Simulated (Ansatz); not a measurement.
# Ba2H2IBr: complex band structure

Aim: relax a made-up compound, Ba2H2IBr, and see how good a tunnel barrier it would be. It is built by putting Br for part of the I in the BaHI structure of space group P4/nmm, with the volume rescaled by atomic radii. The parent structure comes from the Materials Project.

Calculated with Ansatz 0.2.0; r2SCAN DFT, plane waves, PAW files, in the first sound run; inputs show where later runs differ.

The structure was built from a prototype and need not be the compound's stable phase.

**1. Starting point**

Symmetry: P4mm, No. 99, tetragonal system. Conventional cell: a = 4.713 Å, b = 4.713 Å, c = 7.697 Å, α = 90.00°, β = 90.00°, γ = 90.00°. Nearest to Ba lie 4 H at 2.71 Å and 4 I at 3.57 Å and 2 Br at 3.74 to 3.95 Å. Ba has 4 H at 2.71 Å and 4 Br at 3.57 Å and 2 I at 3.74 to 3.95 Å nearest. H has 4 Ba at 2.71 Å nearest. Nearest to I lie 4 H at 3.52 Å and 6 Ba at 3.57 to 3.95 Å. Nearest to Br lie 4 H at 3.52 Å and 6 Ba at 3.57 to 3.95 Å. It derives from BaHI. Br for part of the I in the BaHI structure of space group P4/nmm. Farther neighbours and most contacts between anions are not listed.

**2. Relaxing the new crystal**

The substituted atoms don't fit the parent's cell, so cell and atoms relax together. A small smearing keeps the run stable in case the gap closes on the way.

The input, input.yaml:

```yaml
crystal:
  lattice:
    - [4.7127935717, 0.0, 0.0]
    - [0.0, 4.7127935717, 0.0]
    - [0.0, 0.0, 7.6973057043]
  atoms:
    - { symbol: Ba, position: [0.5, 0.0, 0.8268958] }
    - { symbol: Ba, position: [0.0, 0.5, 0.1731042] }
    - { symbol: H, position: [0.5, 0.5, 0.0] }
    - { symbol: H, position: [0.0, 0.0, 0.0] }
    - { symbol: I, position: [0.0, 0.5, 0.659566] }
    - { symbol: Br, position: [0.5, 0.0, 0.340434] }
kpoints:
  mp_grid: { grid: [6, 6, 4] }
scf:
  occupations: { method: gaussian, width: 0.03 }
hamiltonian:
  xc: r2scan
output:
  forces: true
  stress: true
relax:
  f_tol: 0.02
  max_steps: 60
  cell: {}
```

Command:

```console
$ ansatz run input.yaml --threads 2 --pin off --max-ram 4096MiB --backend cpu --events-out ev --progress --plain --runs-dir out
```

Numbers of over 12 decimals in the logs are rounded to 6 here.

The program printed:

```text
Engine: ansatz 0.2.0, x86_64-unknown-linux-gnu
Pseudopotentials: kind: paw
Pseudopotential: Ba, paw, valence charge 10, recommended cutoff 500 eV (meta_gga), Ba.paw.azcp
Pseudopotential: H, paw, valence charge 1, recommended cutoff 500 eV (meta_gga), H.paw.azcp
Pseudopotential: I, paw, valence charge 17, recommended cutoff 500 eV (meta_gga), I.paw.azcp
Pseudopotential: Br, paw, valence charge 7, recommended cutoff 500 eV (meta_gga), Br.paw.azcp
Functional definition: r2SCAN
  parameter k0 = 0.174
  parameter k1 = 0.065
  parameter a1 = 4.9479
  exchange = r2scan_x(k0 = k0, k1 = k1, a1 = a1)
  correlation = r2scan_c
Crystal: 6 atoms, lattice volume = 170.960 Å³
Basis set: ecut = 500 eV, 4309 PW (Γ), exchange–correlation on 144×144×240 points (64 copies of the dense FFT grid, shifted against one another)
Bands: 29, of which v1, the nominal top of the filled ones, is band 23 counted from 1 (22 counted from 0)
Symmetry: 8 space group operations
Space group: P4mm (ITA 99), of the structure as read, at distance tolerance 5.6e-5 Å
k-points: 30 of 144 (time reversal used)
Non-local potential: Ba, projectors of the file, l = 0: 3, l = 1: 2, l = 2: 2, l = 3: 2
Non-local potential: H, projectors of the file, l = 0: 2, l = 1: 1
Non-local potential: I, projectors of the file, l = 0: 2, l = 1: 2, l = 2: 2, l = 3: 2
Non-local potential: Br, projectors of the file, l = 0: 2, l = 1: 2, l = 2: 2
PAW form: soft (Blöchl's): semilocal exchange-correlation on the pseudo side does not see the compensation charge
PAW frozen core: Ba, regenerated for the run's functional (the file was generated under x = pbe(κ = 0.804, μ = 0.219515), c = pbe(β = 0.066725))
PAW frozen core: I, regenerated for the run's functional (the file was generated under x = pbe(κ = 0.804, μ = 0.219515), c = pbe(β = 0.066725))
PAW frozen core: Br, regenerated for the run's functional (the file was generated under x = pbe(κ = 0.804, μ = 0.219515), c = pbe(β = 0.066725))
PAW one-centre angular grid: Ba, 302 points (default); XC on 160 Gauss nodes
PAW one-centre angular grid: H, 302 points (default); XC on 160 Gauss nodes
PAW one-centre angular grid: I, 590 points (default); XC on 160 Gauss nodes
PAW one-centre angular grid: Br, 302 points (default); XC on 160 Gauss nodes
Initial density: superposition of atomic densities (neutral atoms: chi_scale 0, normalization atom), corrected by the library's trained network
Initial wavefunctions: pseudopotential atomic-orbital guess
Functional: x = r2scan, c = r2scan; τ floored in thin density (d = 2e-4 eV/Å³)
SCF iter   1: F=—  HF=-22290.850689 eV  |F-HF|=—  |Δ(HF+E_count)|=         —  Δρ=3.78e-3  dr2=3.94e-2  dr2_τ=7.57e-3  ethr=1.77e-3  ⟨swp⟩=10.7  Hψ=5247  notcnv=0
preconditioner: auto → Resta (q_TF=auto, 2.192 Å⁻¹)  ε∞=2.8  [insulator: Δε(μ)=3.684 eV  Ē_g=12.078 eV  σ=0.030 eV  W_gap=1.00  n_scr=36 (ndim 8)  ℏωp=16.1 eV  f_vac=0.003  D(μ)=0.00/eV (n_scr^D=0)  ε∞_Penn≈2.8]
SCF iter   2: F=—  HF=-22290.930616 eV  |F-HF|=—  |Δ(HF+E_count)|=   7.99e-2  Δρ=1.85e-3  dr2=7.62e-3  dr2_τ=4.11e-4  ethr=8.58e-5  ⟨swp⟩=3.8  Hψ=1966  notcnv=0  defer=50
SCF iter   3: F=—  HF=-22290.929419 eV  |F-HF|=—  |Δ(HF+E_count)|=   1.20e-3  Δρ=4.00e-4  dr2=3.04e-4  dr2_τ=3.51e-5  ethr=1.66e-5  ⟨swp⟩=3.1  Hψ=1650  notcnv=0  defer=20
automatic band count: iteration 3 solves 28 bands in place of 29: the levels show a gap, and the empty bands left out lie too high to hold charge; the band table lists the bands solved (type scf.n_extra_bands for more)
SCF iter   4: F=—  HF=-22290.929478 eV  |F-HF|=—  |Δ(HF+E_count)|=   5.90e-5  Δρ=1.77e-4  dr2=4.13e-5  dr2_τ=3.71e-6  ethr=6.61e-7  ⟨swp⟩=2.0  Hψ=1486  notcnv=0  defer=20
SCF iter   5: F=—  HF=-22290.929512 eV  |F-HF|=—  |Δ(HF+E_count)|=   3.42e-5  Δρ=3.67e-5  dr2=2.12e-6  dr2_τ=1.12e-7  ethr=8.98e-8  ⟨swp⟩=2.0  Hψ=1260  notcnv=0  defer=20
SCF iter   6: F=—  HF=-22290.929513 eV  |F-HF|=—  |Δ(HF+E_count)|=   1.11e-6  Δρ=1.25e-5  dr2=2.99e-7  dr2_τ=1.34e-8  ethr=4.61e-9  ⟨swp⟩=2.0  Hψ=1510  notcnv=0  defer=20
SCF iter   7: F=-22290.929513 eV  HF=-22290.929513 eV  |F-HF|=2.20e-9  |Δ(HF+E_count)|=   6.77e-8  Δρ=2.10e-6  dr2=1.07e-8  dr2_τ=1.02e-9  ethr=2.17e-10  ⟨swp⟩=5.0  Hψ=3288  notcnv=0
SCF 1 converged in 7 iterations: F = -22290.929513 eV  dr2 = 1.07e-8
  greatest PAW one-centre occupation: 0.999 electrons in one spin orbital (limit 2), on the I atom at site 4 (counted from 0), in its partial waves of l = 2
relax step   1: F+E_penalty+E_count = -22290.92951335 eV  Δ(F+E_penalty+E_count) = +0.000e0 eV  max|allowed force component| = 3.795e-1 eV/Å  Δτ_max = 0.0000 Å  P = -0.911 GPa  Ω = 170.960 Å³  (7 SCF iters, dr2 threshold 1.00e-7 eV, accepted)
Crystal: 6 atoms, lattice volume = 165.930 Å³
Basis set: ecut = 500 eV, 4227 PW (Γ), exchange–correlation on 144×144×240 points (64 copies of the dense FFT grid, shifted against one another)
Initial density: handed on by an earlier stage of this run
Initial wavefunctions: those handed on with the density
iter 1 solved again at ethr=1.35e-4 eV; its pass at ethr=3.10e-3 eV (dr2=6.22e-2 eV) is discarded
SCF iter   1: F=—  HF=-22290.985118 eV  |F-HF|=—  |Δ(HF+E_count)|=         —  Δρ=4.57e-3  dr2=6.55e-2  dr2_τ=1.47e-1  ethr=1.35e-4  ⟨swp⟩=2.0  Hψ=5260  notcnv=0
automatic band count: iteration 1 solves 27 bands in place of 29: the levels show a gap, and the empty bands left out lie too high to hold charge; the band table lists the bands solved (type scf.n_extra_bands for more)
preconditioner: auto → Resta (q_TF=auto, 2.203 Å⁻¹)  ε∞=2.9  [insulator: Δε(μ)=3.177 eV  Ē_g=11.839 eV  σ=0.030 eV  W_gap=1.00  n_scr=36 (ndim 8)  ℏωp=16.3 eV  f_vac=0.000  D(μ)=0.00/eV (n_scr^D=0)  ε∞_Penn≈2.9]
SCF iter   2: F=—  HF=-22290.967278 eV  |F-HF|=—  |Δ(HF+E_count)|=   1.78e-2  Δρ=2.25e-3  dr2=1.00e-2  dr2_τ=5.45e-4  ethr=1.35e-4  ⟨swp⟩=3.9  Hψ=1646  notcnv=0
SCF iter   3: F=—  HF=-22290.966321 eV  |F-HF|=—  |Δ(HF+E_count)|=   9.56e-4  Δρ=6.21e-4  dr2=7.30e-4  dr2_τ=1.64e-5  ethr=2.18e-5  ⟨swp⟩=2.8  Hψ=1379  notcnv=0
SCF iter   4: F=—  HF=-22290.966696 eV  |F-HF|=—  |Δ(HF+E_count)|=   3.75e-4  Δρ=1.13e-4  dr2=2.53e-5  dr2_τ=2.97e-6  ethr=1.59e-6  ⟨swp⟩=2.0  Hψ=1355  notcnv=0
SCF iter   5: F=—  HF=-22290.966730 eV  |F-HF|=—  |Δ(HF+E_count)|=   3.34e-5  Δρ=3.19e-5  dr2=1.65e-6  dr2_τ=7.77e-8  ethr=5.51e-8  ⟨swp⟩=2.0  Hψ=1424  notcnv=0
SCF iter   6: F=-22290.966731 eV  HF=-22290.966731 eV  |F-HF|=4.62e-8  |Δ(HF+E_count)|=   1.23e-6  Δρ=1.04e-5  dr2=1.75e-7  dr2_τ=8.33e-9  ethr=1.30e-9  ⟨swp⟩=5.0  Hψ=3470  notcnv=0
SCF 2 converged in 6 iterations: F = -22290.966731 eV  dr2 = 1.75e-7
relax step   2: F+E_penalty+E_count = -22290.96673083 eV  Δ(F+E_penalty+E_count) = -3.722e-2 eV  max|allowed force component| = 2.939e-1 eV/Å  Δτ_max = 0.1363 Å  P = -0.154 GPa  Ω = 165.930 Å³  energy of the carried Pulay correction = +5.366e-4 eV  (6 SCF iters, dr2 threshold 6.00e-7 eV, accepted)
Crystal: 6 atoms, lattice volume = 165.377 Å³
Basis set: ecut = 500 eV, 4223 PW (Γ), exchange–correlation on 144×144×240 points (64 copies of the dense FFT grid, shifted against one another)
iter 1 solved again at ethr=6.34e-5 eV; its pass at ethr=3.10e-3 eV (dr2=2.92e-2 eV) is discarded
SCF iter   1: F=—  HF=-22290.959067 eV  |F-HF|=—  |Δ(HF+E_count)|=         —  Δρ=2.55e-3  dr2=3.10e-2  dr2_τ=2.11e-2  ethr=6.34e-5  ⟨swp⟩=2.1  Hψ=4720  notcnv=0
automatic band count: iteration 1 solves 27 bands in place of 29: the levels show a gap, and the empty bands left out lie too high to hold charge; the band table lists the bands solved (type scf.n_extra_bands for more)
preconditioner: auto → Resta (q_TF=auto, 2.204 Å⁻¹)  ε∞=2.9  [insulator: Δε(μ)=3.412 eV  Ē_g=11.820 eV  σ=0.030 eV  W_gap=1.00  n_scr=36 (ndim 8)  ℏωp=16.3 eV  f_vac=0.003  D(μ)=0.00/eV (n_scr^D=0)  ε∞_Penn≈2.9]
SCF iter   2: F=—  HF=-22290.982241 eV  |F-HF|=—  |Δ(HF+E_count)|=   2.32e-2  Δρ=9.17e-4  dr2=2.80e-3  dr2_τ=1.08e-4  ethr=6.34e-5  ⟨swp⟩=3.3  Hψ=1565  notcnv=0
SCF iter   3: F=—  HF=-22290.981725 eV  |F-HF|=—  |Δ(HF+E_count)|=   5.16e-4  Δρ=3.04e-4  dr2=1.09e-4  dr2_τ=5.43e-6  ethr=6.08e-6  ⟨swp⟩=2.1  Hψ=1250  notcnv=0
SCF iter   4: F=—  HF=-22290.981794 eV  |F-HF|=—  |Δ(HF+E_count)|=   6.86e-5  Δρ=6.09e-5  dr2=6.57e-6  dr2_τ=2.42e-7  ethr=2.38e-7  ⟨swp⟩=2.0  Hψ=1313  notcnv=0
SCF iter   5: F=-22290.981795 eV  HF=-22290.981795 eV  |F-HF|=1.30e-7  |Δ(HF+E_count)|=   1.13e-6  Δρ=1.14e-5  dr2=1.85e-7  dr2_τ=9.17e-9  ethr=1.30e-9  ⟨swp⟩=5.6  Hψ=3532  notcnv=0
SCF 3 converged in 5 iterations: F = -22290.981795 eV  dr2 = 1.85e-7
relax step   3: F+E_penalty+E_count = -22290.98179483 eV  Δ(F+E_penalty+E_count) = -1.506e-2 eV  max|allowed force component| = 8.766e-2 eV/Å  Δτ_max = 0.0486 Å  P = -0.051 GPa  Ω = 165.377 Å³  energy of the carried Pulay correction = +5.965e-4 eV  (5 SCF iters, dr2 threshold 6.00e-7 eV, accepted)
[...]
relax step   4: F+E_penalty+E_count = -22290.98562130 eV  Δ(F+E_penalty+E_count) = -3.826e-3 eV  max|allowed force component| = 3.881e-2 eV/Å  Δτ_max = 0.0267 Å  P = -0.048 GPa  Ω = 165.719 Å³  energy of the carried Pulay correction = +5.595e-4 eV  (5 SCF iters, dr2 threshold 4.80e-7 eV, accepted)
[...]
relax step   5: F+E_penalty+E_count = -22290.98821534 eV  Δ(F+E_penalty+E_count) = -2.594e-3 eV  max|allowed force component| = 7.448e-3 eV/Å  Δτ_max = 0.0455 Å  P = +0.032 GPa  Ω = 166.051 Å³  energy of the carried Pulay correction = +5.236e-4 eV  (6 SCF iters, dr2 threshold 9.42e-8 eV, accepted)
[...]
relax step   6: F+E_penalty+E_count = -22290.98828278 eV  Δ(F+E_penalty+E_count) = -6.743e-5 eV  max|allowed force component| = 3.125e-3 eV/Å  Δτ_max = 0.0074 Å  P = -0.001 GPa  Ω = 166.389 Å³  energy of the carried Pulay correction = +4.870e-4 eV  (5 SCF iters, dr2 threshold 9.92e-9 eV, accepted)
Initial wavefunctions: pseudopotential atomic-orbital guess (no wavefunctions were taken with the density)
iter 1 solved again at ethr=2.12e-6 eV; its pass at ethr=3.10e-3 eV (dr2=9.74e-4 eV) is discarded
SCF iter   1: F=—  HF=-22290.987795 eV  |F-HF|=—  |Δ(HF+E_count)|=         —  Δρ=4.48e-5  dr2=1.47e-7  dr2_τ=4.18e-7  ethr=2.12e-6  ⟨swp⟩=3.1  Hψ=7654  notcnv=0
eigensolver tolerance schedule: the retry pair's looser diagonalisation over-reported the residual by 6628.76 of it (diagonalisation noise at an unbounded share of the residual, at the tolerance the schedule requests for it); recorded, not acted on — ethr = c·dr2/N_el stays at c = 1.0e-1
preconditioner: auto → Resta (q_TF=auto, 2.202 Å⁻¹)  ε∞=2.8  [insulator: Δε(μ)=3.445 eV  Ē_g=12.153 eV  σ=0.030 eV  W_gap=1.00  n_scr=36 (ndim 8)  ℏωp=16.3 eV  f_vac=0.003  D(μ)=0.00/eV (n_scr^D=0)  ε∞_Penn≈2.8]
SCF iter   2: F=—  HF=-22290.987833 eV  |F-HF|=—  |Δ(HF+E_count)|=   3.76e-5  Δρ=2.28e-5  dr2=3.85e-8  dr2_τ=2.65e-7  ethr=3.20e-10  ⟨swp⟩=3.6  Hψ=2260  notcnv=0
SCF iter   3: F=—  HF=-22290.987837 eV  |F-HF|=—  |Δ(HF+E_count)|=   3.65e-6  Δρ=1.61e-6  dr2=9.08e-10  dr2_τ=1.19e-9  ethr=8.37e-11  ⟨swp⟩=2.0  Hψ=1410  notcnv=0
SCF iter   4: F=—  HF=-22290.987837 eV  |F-HF|=—  |Δ(HF+E_count)|=   1.22e-8  Δρ=4.08e-7  dr2=1.72e-10  dr2_τ=4.73e-11  ethr=1.97e-12  ⟨swp⟩=2.0  Hψ=1560  notcnv=0
SCF iter   5: F=-22290.987837 eV  HF=-22290.987837 eV  |F-HF|=0.00e0  |Δ(HF+E_count)|=  3.13e-10  Δρ=8.40e-8  dr2=1.01e-11  dr2_τ=9.57e-13  ethr=1.00e-12  ⟨swp⟩=5.0  Hψ=3240  notcnv=0
SCF 7 converged in 5 iterations: F = -22290.987837 eV  dr2 = 1.01e-11
relax step   7: F+E_penalty+E_count = -22290.98783669 eV  Δ(F+E_penalty+E_count) = +4.461e-4 eV  max|allowed force component| = 3.127e-3 eV/Å  Δτ_max = 0.0000 Å  P = -0.003 GPa  Ω = 166.389 Å³  stress off target by 1.11e-2 GPa  SCF on the basis re-selected at this cell (its energy is not comparable with the rows above)  (5 SCF iters)
basis re-selected at this cell: Δ(F+E_penalty+E_count) = +4.461e-4 eV, ΔP = -0.001 GPa vs the last step (what re-selecting the basis moved, of the pressure what is left beyond the Pulay correction that the steps carried, after the strain that the cell walked since its last selection, with what the two solves' SCF thresholds leave and, on support functions, any second-order correction that the steps lacked; it is no m [...]
SCF converged after 5 iterations
Free energy (F): -22290.987837 eV
Harris-Foulkes:  -22290.987837 eV  (|F-HF|=0.00e0)
Internal energy: -22290.987837 eV  (E = F + TS)
E sigma→0 (E₀):  -22290.987837 eV
Fermi energy:    6.978871 eV
--- Per-component energies (eV) ---
  E_band       = -537.262628
  E_kinetic    = 687.225677
  E_local      = -3033.635648  (includes V_loc(G=0)·N_el)
  E_nonlocal   = 93.643852
  E_hartree    = 1387.109541
  E_xc         = -706.128993
  E_vxc        = -576.577362  (∫ρ·V_xc dr)
  E_paw        = -17613.602117  (= ΣΔE_a)
  E_vpaw       = -511.238029  (= ΣTr[D̂ρ^β])
  E_aug_tail   = -0.000929  (compensation charges beyond the density's cutoff)
  E_vtau       = 29.100706  (kinetic-family band-sum trace: ∫τ·v_τ [+ j·A + Jᵃ·Aᵃ] dr)
  E_ewald      = -3105.654912
  E_core_change = 0.055691  (= ΣΔE_core)
  E_smearing   = -0.000000  (= −TS)
  E_closure    = 0.000000  (closes the sum)
  Σ components = -22290.987837   (vs F -22290.987837, Δ=0.00e0)
--- Forces (eV/Å), atoms counted from 1 ---
  atom   1  Ba    -0.00000000    -0.00000000    -0.00314646
  atom   2  Ba     0.00000000     0.00000000     0.00207688
  atom   3  H      0.00000000     0.00000000    -0.00024212
  atom   4  H     -0.00000000    -0.00000000    -0.00024212
  atom   5  I     -0.00000000    -0.00000000     0.00097938
  atom   6  Br    -0.00000000    -0.00000000     0.00045869
  max |Σ_I F_I| component: 1.16e-4 eV/Å
--- Stress (GPa, compression-positive) ---
       -0.009307      -0.000000      -0.000000
       -0.000000      -0.009307      -0.000000
       -0.000000      -0.000000       0.011114
  P = ⅓ Tr σ = -0.0025 GPa (-0.025 kbar)
--- Relaxed structure (6 steps of the walk, 6 accepted, 1 SCFs on fresh bases) ---
  F+E_penalty+E_count = -22290.98783669 eV   max|allowed force component| = 3.127e-3 eV/Å   (the final SCF, on the basis selected at the relaxed cell)
  cell:  # Å, volume = 166.3892 Å³
    - [4.623834, 0, 0]
    - [0.0, 4.623834, 0.0]
    - [0, 0.0, 7.782526]
  atoms:
    - { symbol: Ba, position: [0.500000, 0, 0.831893] }
    - { symbol: Ba, position: [0, 0.500000, 0.188778] }
    - { symbol: H, position: [0.500000, 0.500000, 0.00326059] }
    - { symbol: H, position: [0, 0, 0.00326059] }
    - { symbol: I, position: [0, 0.500000, 0.650118] }
    - { symbol: Br, position: [0.500000, 0, 0.322689] }
```

It took 55 s on 2 threads of Intel Xeon 6975P-C (Granite Rapids), shared host; peak memory 0.82 GiB; 1.8 min of CPU time.

Relaxation path:

| step | energy less that of the first step (eV) | largest force component (eV/Å) | pressure (GPa) | volume (Å³) |
| --- | --- | --- | --- | --- |
| 1 | 0.0000 | 0.3795 | -0.91 | 170.96 |
| 2 | -0.0372 | 0.2939 | -0.15 | 165.93 |
| 3 | -0.0523 | 0.0877 | -0.05 | 165.38 |
| 4 | -0.0561 | 0.0388 | -0.05 | 165.72 |
| 5 | -0.0587 | 0.0074 | 0.03 | 166.05 |
| 6 | -0.0588 | 0.0031 | 0.00 | 166.39 |
| 7* | -0.0583 | 0.0031 | 0.00 | 166.39 |

Relaxation steps marked * repeat the geometry before them on a plane-wave basis chosen anew for their cell, so energy and pressure can jump there.

The run keeps the 8 symmetry operations that it works with, so distortions that break them were not tested.

| conventional cell, symmetrised | before | after | change |
| --- | --- | --- | --- |
| a (Å) | 4.713 | 4.624 | -1.9 % |
| b (Å) | 4.713 | 4.624 | -1.9 % |
| c (Å) | 7.697 | 7.783 | +1.1 % |
| volume (Å³/atom) | 28.49 | 27.73 | -2.7 % |

The atoms that moved most (Å, as changes of fractional coordinates times the final cell):

| atom | dx | dy | dz | length |
| --- | --- | --- | --- | --- |
| Br6 | 0.000 | 0.000 | -0.138 | 0.138 |
| Ba2 | 0.000 | 0.000 | 0.122 | 0.122 |
| I5 | 0.000 | 0.000 | -0.074 | 0.074 |
| Ba1 | 0.000 | 0.000 | 0.039 | 0.039 |
| H4 | 0.000 | 0.000 | 0.025 | 0.025 |
| H3 | 0.000 | 0.000 | 0.025 | 0.025 |

Final coordinates:

```xyz
6
Lattice="4.6238 0.0000 0.0000 0.0000 4.6238 0.0000 0.0000 0.0000 7.7825" Properties=species:S:1:pos:R:3 pbc="T T T"
Ba    2.3119    0.0000    6.4742
Ba    0.0000    2.3119    1.4692
H     2.3119    2.3119    0.0254
H     0.0000    0.0000    0.0254
I     0.0000    2.3119    5.0596
Br    2.3119    0.0000    2.5113
```

Numbers from this step:

- free energy: -22290.9878 eV
- Fermi energy: 6.979 eV
- pressure: -0.002500 GPa

The largest force component on a free atom ends at 0.0031 eV/Å.

(Part 1 of 3 ends here.)

[Logs are printed without paths, hosts, clocks, repeated set-up lines and the standing remarks that a program may print on its own settings, such as how far it seeks lower states.]

[Hosts, paths, dates, database ids (printed as entryN), source tags and the programs' standing remarks are cut or masked in the printed files.]
